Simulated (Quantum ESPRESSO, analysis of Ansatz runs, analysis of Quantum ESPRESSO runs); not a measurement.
# Reproducing a measured charge-transition level: substitutional N in diamond (Quantum ESPRESSO), part 3 of 4

Subject: substitutional N in diamond. Wanted: its charge-transition level, in one set-up (PBE, SSSP 1.3 efficiency PBE, 32-site cell, PBE lattice, k: the single point 1/4 1/4 1/4 then 2x2x2 shifted, started with the impurity moved along one bond, dielectric constants 5.7 and 5.7 (handbook)). The model is a cell of 32 host atoms with 1 C taken out and 1 N put in. The level is the Fermi energy at which two charge states have equal formation energy, after a correction for the images of the charge. Other potentials or another program check that the number doesn't hang on one set of files.

Quantum ESPRESSO 7.5; PBE, SSSP 1.3 efficiency PBE, 32-site cell, PBE lattice, k: the single point 1/4 1/4 1/4 then 2x2x2 shifted, started with the impurity moved along one bond, dielectric constants 5.7 and 5.7 (handbook).

So far: The structure; Relaxation, charge +1; Single point, charge +1.

## (4) Relaxation, charge 0

Level of this step: Quantum ESPRESSO plane-wave DFT, PBE, SSSP 1.3 efficiency PBE potentials; relaxation of all atoms of a defect supercell (Quantum ESPRESSO).

File pw.in:

```
&CONTROL
  calculation = 'relax'
  prefix = 'pwscf'
  outdir = './tmp'
  pseudo_dir = './pseudo'
  tprnfor = .true.
  disk_io = 'low'
  nstep = 70
  forc_conv_thr = 0.00078
  etot_conv_thr = 0.0001
/
&SYSTEM
  ibrav = 0
  nat = 32
  ntyp = 2
  ecutwfc = 60
  ecutrho = 480
  nbnd = 69
  occupations = 'smearing'
  smearing = 'fd'
  degauss = 0.00073499
  nspin = 2
  starting_magnetization(1) = 0.125
  starting_magnetization(2) = 0.1
  tot_magnetization = 1
  nosym = .true.
/
&ELECTRONS
  conv_thr = 3d-08
  electron_maxstep = 100
  mixing_beta = 0.3
/
&IONS
  ion_dynamics = 'bfgs'
/
ATOMIC_SPECIES
C     12.0110 C.pbe-n-kjpaw_psl.1.0.0.UPF
N     14.0070 N.pbe-n-radius_5.UPF
CELL_PARAMETERS angstrom
  -3.5720337417    3.5720337417    3.5720337417
   3.5720337417   -3.5720337417    3.5720337417
   3.5720337417    3.5720337417   -3.5720337417
ATOMIC_POSITIONS crystal
C     -0.0013109058    0.0000634496    0.4966101695
C      0.0030125913    0.2492911464    0.2505738907
[... 1 atom line left out ...]
C      0.0005271701    0.7511082924    0.7474418865
[... 2 atom lines left out ...]
C      0.2518483315    0.5039321721    0.7515669993
[... 3 atom lines left out ...]
N      0.4487742133    0.4511916115    0.4483772586
C      0.4994024358    0.7482601055    0.2521131969
C      0.7489275543   -0.0021196658    0.7462057013
C      0.7518549269    0.2520703150    0.4986636135
[... 1 atom line left out ...]
C      0.7528645405    0.7524401985   -0.0002507528
[... 6 atom lines left out ...]
C      0.2517377938    0.5037712648    0.5028103850
[... 2 atom lines left out ...]
C      0.5010535012    0.2520473359    0.5038003091
C      0.4999009814    0.5033704626    0.2513064122
[... 4 atom lines left out ...]
C      0.7491185677    0.7515945781    0.7477377773
K_POINTS crystal
1
0.25 0.25 0.25 1.0
```

On the command line:

```console
> OMP_NUM_THREADS=1 mpirun -n 4 pw.x -in pw.in > pw.out
```

Log:

```text
[banner, memory and clock lines left out]
          URL

     file C.pbe-n-kjpaw_psl.1.0.0.UPF: wavefunction(s)  2S 2P renormalized

     bravais-lattice index     =            0
     lattice parameter (alat)  =      11.6916  a.u.
     unit-cell volume          =    1230.2780 (a.u.)^3
     number of atoms/cell      =           32
     number of atomic types    =            2
     number of electrons       =       129.00 (up:  65.00, down:  64.00)
     number of Kohn-Sham states=           69
     kinetic-energy cutoff     =      60.0000  Ry
     charge density cutoff     =     480.0000  Ry
     scf convergence threshold =      3.0E-08
     mixing beta               =       0.3000
     number of iterations used =            8  plain     mixing
     energy convergence thresh.=      1.0E-04
     force convergence thresh. =      7.8E-04
     Exchange-correlation= PBE
                           (   1   4   3   4   0   0   0)
     nstep                     =           70

     celldm(1)=  11.691630  celldm(2)=   0.000000  celldm(3)=   0.000000
     celldm(4)=   0.000000  celldm(5)=   0.000000  celldm(6)=   0.000000

     crystal axes: (cart. coord. in units of alat)
               a(1) = (  -0.577350   0.577350   0.577350 )
               a(2) = (   0.577350  -0.577350   0.577350 )
               a(3) = (   0.577350   0.577350  -0.577350 )

     reciprocal axes: (cart. coord. in units 2 pi/alat)
               b(1) = ( -0.000000  0.866025  0.866025 )
               b(2) = (  0.866025 -0.000000  0.866025 )
               b(3) = (  0.866025  0.866025  0.000000 )

     PseudoPot. # 1 for C  read from file:
     C.pbe-n-kjpaw_psl.1.0.0.UPF
     Pseudo is Projector augmented-wave + core cor, Zval =  4.0
     Generated using "atomic" code by A. Dal Corso  v.5.1
     Shape of augmentation charge: PSQ
     Using radial grid of 1073 points,  4 beta functions with:
                l(1) =   0
                l(2) =   0
                l(3) =   1
                l(4) =   1
     Q(r) pseudized with 0 coefficients

     PseudoPot. # 2 for N  read from file:
     N.pbe-n-radius_5.UPF
     Pseudo is Ultrasoft + core correction, Zval =  5.0
     Generated using "atomic" code by A. Dal Corso  v.5.1
     Using radial grid of 1085 points,  4 beta functions with:
                l(1) =   0
                l(2) =   0
                l(3) =   1
                l(4) =   1
     Q(r) pseudized with 0 coefficients

     atomic species   valence    mass     pseudopotential
     C                 4.00    12.01100     C ( 1.00)
     N                 5.00    14.00700     N ( 1.00)

     Starting magnetic structure
     atomic species   magnetization
     C               0.125
     N               0.100

     No symmetry found

   Cartesian axes

     site n.     atom                  positions (alat units)
         1        C      tau(   1) = (   0.2875115   0.2859245  -0.2874382  )
         2        C      tau(   2) = (   0.2868579   0.0024799   0.0009987  )
         3        C      tau(   3) = (   0.2898905  -0.2889970   0.2916532  )
         4        C      tau(   4) = (   0.8648840  -0.0018124   0.0024212  )
         5        C      tau(   5) = (  -0.0026481   0.2872207   0.0011497  )
         6        C      tau(   6) = (  -0.0012611  -0.0029738   0.2885490  )
         7        C      tau(   7) = (   0.5794581   0.2883767   0.0024327  )
         8        C      tau(   8) = (   0.5763293  -0.0028566   0.2875584  )
         9        C      tau(   9) = (  -0.2888466   0.2861506   0.2866634  )
        10        C      tau(  10) = (   0.2890059   0.5794551  -0.0024310  )
        11        N      tau(  11) = (   0.2602664   0.2574750   0.2607248  )
        12        C      tau(  12) = (   0.2892357   0.0018796   0.5747807  )
        13        C      tau(  13) = (  -0.0027953   0.8644394   0.0003477  )
        14        C      tau(  14) = (  -0.0006472   0.5764544   0.2917129  )
        15        C      tau(  15) = (  -0.0023333   0.2909118   0.5772959  )
        16        C      tau(  16) = (  -0.0003898   0.0001002   0.8692329  )
        17        C      tau(  17) = (   0.1412224   0.1438684  -0.1450623  )
[...]
25        C      tau(  25) = (   0.1457717   0.7188508  -0.1449241  )
        26        C      tau(  26) = (   0.1471055   0.4346330   0.1439337  )
        27        C      tau(  27) = (   0.1470949   0.1430887   0.4341472  )
        28        C      tau(  28) = (   0.1453079  -0.1428061   0.7243642  )
        29        C      tau(  29) = (  -0.1413238   0.7221931   0.1432833  )
        30        C      tau(  30) = (  -0.1454211   0.4358575   0.4319251  )
        31        C      tau(  31) = (  -0.1438532   0.1448896   0.7248359  )
        32        C      tau(  32) = (   0.4331361   0.4302771   0.4347305  )

     number of k points=     1  Fermi-Dirac smearing, width (Ry)=  0.0007
                       cart. coord. in units 2pi/alat
        k(    1) = (   0.4330127   0.4330127   0.4330127), wk =   1.0000000

     Dense  grid:   218679 G-vectors     FFT dimensions: (  81,  81,  81)

     Smooth grid:    77413 G-vectors     FFT dimensions: (  60,  60,  60)

     Check: negative core charge=   -0.000003
     Generating pointlists ...
     new r_m :   0.0976 (alat units)  1.1409 (a.u.) for type    1
     new r_m :   0.0976 (alat units)  1.1409 (a.u.) for type    2

     Initial potential from superposition of free atoms

     starting charge     128.9987, renormalised to     129.0000
     Starting wfcs are  128 randomized atomic wfcs
     Checking if some PAW data can be deallocated...

     Self-consistent Calculation

     iteration #  1     ecut=    60.00 Ry     beta= 0.30
     Davidson diagonalization with overlap
     ethr =  1.00E-02,  avg # of iterations =  2.0

     total energy              =    -591.26246536 Ry
     estimated scf accuracy    <       1.91442135 Ry

     total magnetization       =     1.00 Bohr mag/cell
     absolute magnetization    =     1.06 Bohr mag/cell

     iteration #  2     ecut=    60.00 Ry     beta= 0.30
     Davidson diagonalization with overlap
     ethr =  1.48E-03,  avg # of iterations =  1.5

     total energy              =    -591.07436095 Ry
     estimated scf accuracy    <       0.79296681 Ry

     total magnetization       =     1.00 Bohr mag/cell
     absolute magnetization    =     1.02 Bohr mag/cell

     iteration #  3     ecut=    60.00 Ry     beta= 0.30
     Davidson diagonalization with overlap
     ethr =  6.15E-04,  avg # of iterations =  3.5

     total energy              =    -591.15163282 Ry
     estimated scf accuracy    <       0.01617019 Ry

[...]
new conv_thr            =       0.0000000005 Ry

ATOMIC_POSITIONS (crystal)
C               -0.0006158584       -0.0003009830        0.4999241962
C               -0.0054396116        0.2474442550        0.2466591477
C               -0.0006097806        0.5007260359       -0.0010733612
C                0.0030171562        0.7535343348        0.7527648300
C                0.2470776907       -0.0051914783        0.2466448270
C                0.2471118238        0.2474612283       -0.0059297418
C                0.2501238625        0.4981797992        0.7466238460
C                0.2501097748        0.7474065906        0.4973669233
C                0.5003939439       -0.0002886504       -0.0010947786
C                0.4978763508        0.2504362730        0.7466336083
N                0.4615253468        0.4618697687        0.4610680652
C                0.4978461739        0.7474213862        0.2496615587
C                0.7532534898        0.0033662427        0.7527691865
C                0.7470521298        0.2504045267        0.4973785827
C                0.7471242252        0.4982151558        0.2496721615
C                0.7532106065        0.7535703177        0.0025491396
[...]
NEW-OLD atomic charge density approx. for the potential

     Check: negative core charge=   -0.000003
     Generating pointlists ...

     Self-consistent Calculation

     iteration #  1     ecut=    60.00 Ry     beta= 0.30
     Davidson diagonalization with overlap
     ethr =  1.00E-06,  avg # of iterations =  2.0

     Threshold (ethr) on eigenvalues was too large:
     Diagonalizing with lowered threshold

     Davidson diagonalization with overlap
     ethr =  2.85E-09,  avg # of iterations =  5.5

     total energy              =    -591.25474648 Ry
     estimated scf accuracy    <       0.00000504 Ry

     total magnetization       =     1.00 Bohr mag/cell
     absolute magnetization    =     1.12 Bohr mag/cell

     iteration #  2     ecut=    60.00 Ry     beta= 0.30
     Davidson diagonalization with overlap
     ethr =  3.90E-09,  avg # of iterations =  2.0

     total energy              =    -591.25474651 Ry
     estimated scf accuracy    <       0.00000168 Ry

     total magnetization       =     1.00 Bohr mag/cell
     absolute magnetization    =     1.12 Bohr mag/cell

     iteration #  3     ecut=    60.00 Ry     beta= 0.30
     Davidson diagonalization with overlap
     ethr =  1.30E-09,  avg # of iterations =  2.0

     total energy              =    -591.25474673 Ry
     estimated scf accuracy    <       0.00000023 Ry

     total magnetization       =     1.00 Bohr mag/cell
     absolute magnetization    =     1.12 Bohr mag/cell

     iteration #  4     ecut=    60.00 Ry     beta= 0.30
     Davidson diagonalization with overlap
     ethr =  1.81E-10,  avg # of iterations =  2.0

     total energy              =    -591.25474677 Ry
     estimated scf accuracy    <       0.00000003 Ry

     total magnetization       =     1.00 Bohr mag/cell
     absolute magnetization    =     1.12 Bohr mag/cell

     iteration #  5     ecut=    60.00 Ry     beta= 0.30
     Davidson diagonalization with overlap
     ethr =  2.46E-11,  avg # of iterations =  4.0

     total energy              =    -591.25474678 Ry
     estimated scf accuracy    <          4.7E-09 Ry

     total magnetization       =     1.00 Bohr mag/cell
     absolute magnetization    =     1.12 Bohr mag/cell

     iteration #  6     ecut=    60.00 Ry     beta= 0.30
     Davidson diagonalization with overlap
     ethr =  3.65E-12,  avg # of iterations =  3.0

     total energy              =    -591.25474678 Ry
     estimated scf accuracy    <          5.9E-10 Ry

     total magnetization       =     1.00 Bohr mag/cell
     absolute magnetization    =     1.12 Bohr mag/cell

     iteration #  7     ecut=    60.00 Ry     beta= 0.30
     Davidson diagonalization with overlap
     ethr =  4.61E-13,  avg # of iterations =  3.5

     Magnetic moment per site  (integrated on atomic sphere of radius R)
[...]
atom  25 (R=0.098)  charge=  1.7679  magn=  0.0042
     atom  26 (R=0.098)  charge=  1.7624  magn= -0.0023
     atom  27 (R=0.098)  charge=  1.7625  magn= -0.0023
     atom  28 (R=0.098)  charge=  1.7679  magn=  0.0042
     atom  29 (R=0.098)  charge=  1.7680  magn=  0.0042
     atom  30 (R=0.098)  charge=  1.7903  magn=  0.0035
     atom  31 (R=0.098)  charge=  1.7679  magn=  0.0042
     atom  32 (R=0.098)  charge=  1.8091  magn=  0.2836

     End of self-consistent calculation

 ------ SPIN UP ------------

          k = 0.4330 0.4330 0.4330 (  9700 PWs)   bands (ev):

[...]
15.6841  18.4640  19.0278  19.0279  19.2404

 ------ SPIN DOWN ----------

          k = 0.4330 0.4330 0.4330 (  9700 PWs)   bands (ev):

    -7.5774  -6.4902  -6.4894  -6.3696  -3.9865  -2.5266  -2.5264  -2.2518
    -2.2508  -2.2372  -2.1738  -2.1732  -2.0976  -2.0608  -2.0601  -1.5892
     1.6062   2.0477   2.0479   2.3952   2.3958   2.4021   2.4764   2.5096
     2.5100   2.5859   2.5863   3.1001   5.6357   5.6358   6.0065   6.3642
     6.3683   6.3683   6.5050   6.5054   6.5254   6.5258   6.6867   6.6932
     6.6936   6.7844   6.7849   7.2399   7.8927   7.8931   8.2684   8.2688
     8.3127   8.3599   8.3602   8.4044   8.5172   8.5387   8.5394   9.0968
    11.0843  11.0847  11.4279  11.4282  11.5525  11.5534  11.5736  12.3144
    16.8729  18.5407  19.0481  19.0483  19.2570

     the spin up/dw Fermi energies are    15.9634   12.5698 ev

!    total energy              =    -591.25474678 Ry
     estimated scf accuracy    <          1.5E-10 Ry
     smearing contrib. (-TS)   =      -0.00000000 Ry
     internal energy E=F+TS    =    -591.25474678 Ry

     The total energy is F=E-TS. E is the sum of the following terms:
     one-electron contribution =     130.86277342 Ry
     hartree contribution      =      34.00324079 Ry
     xc contribution           =    -150.84779898 Ry
     ewald contribution        =    -414.25422143 Ry
     one-center paw contrib.   =    -191.01874058 Ry

     total magnetization       =     1.00 Bohr mag/cell
     absolute magnetization    =     1.12 Bohr mag/cell

     convergence has been achieved in   7 iterations

     Forces acting on atoms (cartesian axes, Ry/au):

[...]
atom   25 type  1   force =     0.00021590    0.00010701    0.00011291
     atom   26 type  1   force =     0.00005156    0.00007559    0.00016388
     atom   27 type  1   force =     0.00004271    0.00017445   -0.00020396
     atom   28 type  1   force =    -0.00019916    0.00009192    0.00017063
     atom   29 type  1   force =     0.00004595    0.00010195    0.00004539
     atom   30 type  1   force =    -0.00033472   -0.00001015   -0.00011068
     atom   31 type  1   force =    -0.00019701   -0.00019451   -0.00005009
     atom   32 type  1   force =    -0.00009544   -0.00008837    0.00010920

     Total force =     0.001894     Total SCF correction =     0.000014
     Energy error            =      2.1E-05 Ry
     Gradient error          =      5.1E-04 Ry/Bohr

     bfgs converged in   7 scf cycles and   6 bfgs steps
     (criteria: energy <  1.0E-04 Ry, force <  7.8E-04 Ry/Bohr)

     End of BFGS Geometry Optimization

     Final energy             =    -591.2547467769 Ry

     File ./tmp/pwscf.bfgs deleted, as requested
Begin final coordinates

ATOMIC_POSITIONS (crystal)
[...]
C                0.4999472264       -0.0012688391        0.7476718641
C                0.4909078950        0.2440830526        0.4904654813
C                0.4909571612        0.4912972732        0.2433108496
C                0.4999264618        0.7485054217       -0.0020198635
C                0.7481585861       -0.0012512726        0.4994808872
C                0.7473918194        0.2482112226        0.2474108866
C                0.7481993346        0.5003158439       -0.0019920545
C                0.7892157933        0.7895478470        0.7887643937
End final coordinates
```

It took 2.2 min on 4 MPI ranks of Arm Neoverse V2, shared host; peak memory 0.64 GiB; 8.8 min of CPU time.

Relaxation path:

```
step  energy less that of the first step (eV)
   0                                   0.0000
   1                                  -0.9834
   2                                  -1.2097
   3                                  -1.2758
   4                                  -1.2821
   5                                  -1.2847
   6                                  -1.2850
```

The atoms that moved most (Å):

```
atom      dx      dy      dz  length
 C32   0.139   0.154   0.132   0.246
 N11   0.038   0.053   0.038   0.075
 C23  -0.060  -0.028  -0.029   0.072
 C26  -0.040  -0.055  -0.017   0.070
 C27  -0.040  -0.017  -0.047   0.064
  C2   0.010  -0.038  -0.023   0.045
 C10  -0.005  -0.034   0.021   0.040
 C21  -0.034   0.000   0.012   0.036
```

The relaxed structure:

```
CELL_PARAMETERS angstrom
-3.57203 3.57203 3.57203
3.57203 -3.57203 3.57203
3.57203 3.57203 -3.57203
ATOMIC_POSITIONS crystal
C 0.99938 0.99970 0.49992
C 0.99456 0.24744 0.24666
C 0.99939 0.50073 0.99893
C 0.00302 0.75353 0.75276
C 0.24708 0.99481 0.24664
C 0.24711 0.24746 0.99407
C 0.25012 0.49818 0.74662
C 0.25011 0.74741 0.49737
C 0.50039 0.99971 0.99891
C 0.49788 0.25044 0.74663
N 0.46153 0.46187 0.46107
C 0.49785 0.74742 0.24966
C 0.75325 0.00337 0.75277
C 0.74705 0.25040 0.49738
C 0.74712 0.49822 0.24967
C 0.75321 0.75357 0.00255
C 0.99926 0.99958 0.25239
C 0.99928 0.25321 0.99882
C 0.99842 0.50026 0.74770
C 0.99846 0.74851 0.49951
C 0.25284 0.99959 0.99881
C 0.24789 0.24820 0.74692
C 0.24380 0.49131 0.49050
C 0.24787 0.74768 0.24741
C 0.49995 0.99873 0.74767
C 0.49091 0.24408 0.49047
C 0.49096 0.49130 0.24331
C 0.49993 0.74851 0.99798
C 0.74816 0.99875 0.49948
C 0.74739 0.24821 0.24741
C 0.74820 0.50032 0.99801
C 0.78922 0.78955 0.78876
```

Neighbours of N11 at the end:

```
atom  distance (Å)
 C23         1.478
 C26         1.479
 C27         1.479
 C32         2.027
  C2         2.363
  C6         2.363
  C5         2.363
  C8         2.521
  C7         2.521
 C12         2.521
 C14         2.521
 C15         2.521
 C10         2.521
```

Numbers from this step:

| Item | Value |
| --- | --- |
| total moment | 1.000 μB |
| integral of the absolute spin density | 1.124 μB |

First to last step the energy falls by 1.285 eV; the largest move, 0.25 Å, is that of C32.

[end of part 3 of 4]

[Logs are printed without paths, hosts, clocks, repeated set-up lines and the standing remarks that a program may print on its own settings, such as how far it seeks lower states.]

[Hosts, paths, dates, database ids (printed as entryN), source tags and the programs' standing remarks are cut or masked in the printed files.]

[For some hosts the program warned that the k-mesh of the response run may be too coarse for force constants and the static dielectric constant; such warnings are not shown here.]
